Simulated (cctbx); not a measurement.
# Diagnosing a refinement

Cell a = 8.5660 Å, b = 8.5660 Å, c = 8.5660 Å, α = 90.00°, β = 90.00°, γ = 90.00°; space group I-43d (no. 220). The compound is Y4P3.

The data are simulated with cctbx, not measured: Cu Kα, λ = 1.54184 Å, to d = 0.8 Å, 95 % of the full sphere, strongest reflection 40000 counts, noise from counting, a 1.5 % proportional error and a noise floor of 8 counts (s.d.); no absorption.

An anisotropic refinement with weights 1/σ² prints:

```text
Rint 0.015, 109 unique reflections to 0.80 A
cycle     R1     wR2    GooF  max shift (A)
   1  0.0118  0.0330   6.398   0.00011
   2  0.0052  0.0141   2.734   0.00000
final R1 0.0052 wR2 0.0141 GooF 2.734  parameters 5  data/parameter 21.8
atom        x        y        z      Ueq    occ   su(xyz)  su(Uiso or U11)
Rb1    0.17718  0.67718  0.82282   0.0032  1.000  0.00002  0.0001
P1     0.00000  0.75000  0.12500   0.0077  1.000  0.00000  0.0003
difference map: max 0.14 min -0.26 rms 0.06
Q1    0.0062  0.1900  0.7370   48    0.15  1.66 A from Rb1
Q2    0.0373  0.1489  0.5963   48    0.12  1.98 A from Rb1
Q3    0.0063  0.0872  0.7476   48    0.12  1.26 A from P1
Q4    0.0083  0.0778  0.6721   48    0.10  1.37 A from P1
Q5    0.0524  0.4476  0.5524   16    0.08  1.85 A from Rb1
Q6    0.0566  0.0630  0.1458   48    0.07  0.65 A from Rb1
```

Q: Accept it or mend it, and why?

Mend it. The fault: wrong element: Rb1 is Y. Against the right model at the same level, R1 goes from 0.0018 to 0.0052 and GooF from 0.91 to 2.73, U of P1 swells from 0.0052 to 0.0077 Å² and a hole of -0.3 e/Å³ opens. Rb1 has 2 electrons too few and its U shrinks to make up, as expected (near an absorption edge f′ can widen the mismatch well beyond the difference in Z).

The compound is Y4P3. The right model at the same level gives:

```text
Rint 0.015, 109 unique reflections to 0.80 A
cycle     R1     wR2    GooF  max shift (A)
   1  0.0019  0.0048   0.923   0.00005
   2  0.0018  0.0047   0.909   0.00000
final R1 0.0018 wR2 0.0047 GooF 0.909  parameters 5  data/parameter 21.8
atom        x        y        z      Ueq    occ   su(xyz)  su(Uiso or U11)
Y1     0.17719  0.67719  0.82281   0.0040  1.000  0.00001  0.0000
P1     0.00000  0.75000  0.12500   0.0052  1.000  0.00000  0.0001
Flack x: 0.01(4)
Hooft y: 0.015(18)  Bijvoet pairs: 44
difference map: max 0.09 min -0.10 rms 0.03
Q1    0.0014  0.0697  0.7377   48    0.09  1.22 A from P1
Q2    0.0525  0.2094  0.1189   48    0.07  1.25 A from Y1
Q3    0.0057  0.0624  0.2454   48    0.07  1.59 A from Y1
Q4    0.0195  0.4222  0.8879   48    0.06  1.77 A from Y1
Q5    0.0190  0.4283  0.1408   48    0.06  0.98 A from Y1
Q6    0.0339  0.1917  0.6246   48    0.06  1.72 A from Y1
```

Isotropic U is held between 0.0001 and 1 Å² by the program, and listed peak heights are interpolated, so they can pass the grid's maximum.

The model is made up (kin elements in a known structure type, no relaxation), so it says nothing on whether the phase exists.

[Middle refinement cycles are left out of these outputs.]

[Logs are printed without paths, hosts, clocks, repeated set-up lines and the standing remarks that a program may print on its own settings, such as how far it seeks lower states.]
